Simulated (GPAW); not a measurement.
# Surface energy and work function of Li(110) from slabs of 3 to 12 layers (LDA)

How do energy and work function of Li(110) films settle with thickness, and what surface energy follows?

**Method.** GPAW 26.7.0, plane waves at 450 eV with PAW setups; symmetric 1×1 slabs cut at the tabulated lattice constant (two decimals; low-temperature values for the alkali metals), atoms at bulk places, 7.5 Å of vacuum on each side, one in-plane mesh for all thicknesses, Fermi-Dirac smearing of 0.1 eV. Energies are extrapolated to zero smearing and count from the program's reference atoms. Functional LDA. The cell's area is 8.613 Å².

Results, with one row withheld:

| layers | energy (eV) | work function (eV) |
| --- | --- | --- |
| 3 | −5.5034 | 3.42 |
| 4 | −7.5313 | 3.38 |
| 5 | −9.5540 | 3.36 |
| 6 | −11.5797 | 3.35 |
| 7 | −13.6047 | 3.34 |
| 8 | −15.6290 | 3.34 |
| 9 | −17.6530 | 3.35 |
| 10 | −19.6774 | 3.35 |
| 11 | −21.7003 | 3.35 |
| 12 | ? | ? |

Q: What surface energy do these runs give, and what energy and work function should the 12-layer slab have?

**Working.** A slab of n layers has E(n) = nε + 2Aγ once its middle is bulk-like. A line through n = 6 to 11 has the slope ε = −2.0241 eV a layer and the intercept 2Aγ = 0.5646 eV (r.m.s. residual 0.5 meV). So γ = 0.5646 / (2 × 8.613 Å²) = 0.0328 eV/Å² = 0.53 J/m², with a standard error of under 0.01 J/m² from the scatter about the line. For 12 layers: 0.5646 + 12 × (−2.0241) = −23.725 eV; the run gives −23.726 eV, 0.8 meV under the line. The work function has no such law: from 6 to 11 layers it moves between 3.34 and 3.35 eV (mean 3.35), and the 12-layer slab gives 3.35 eV. The thinnest slab, 3 layers, lies +0.07 eV from that mean.

Caveats: The surfaces are unrelaxed, so γ is an upper bound for this functional and lattice constant. The tabulated lattice constant isn't the functional's own, which strains the slab a little.
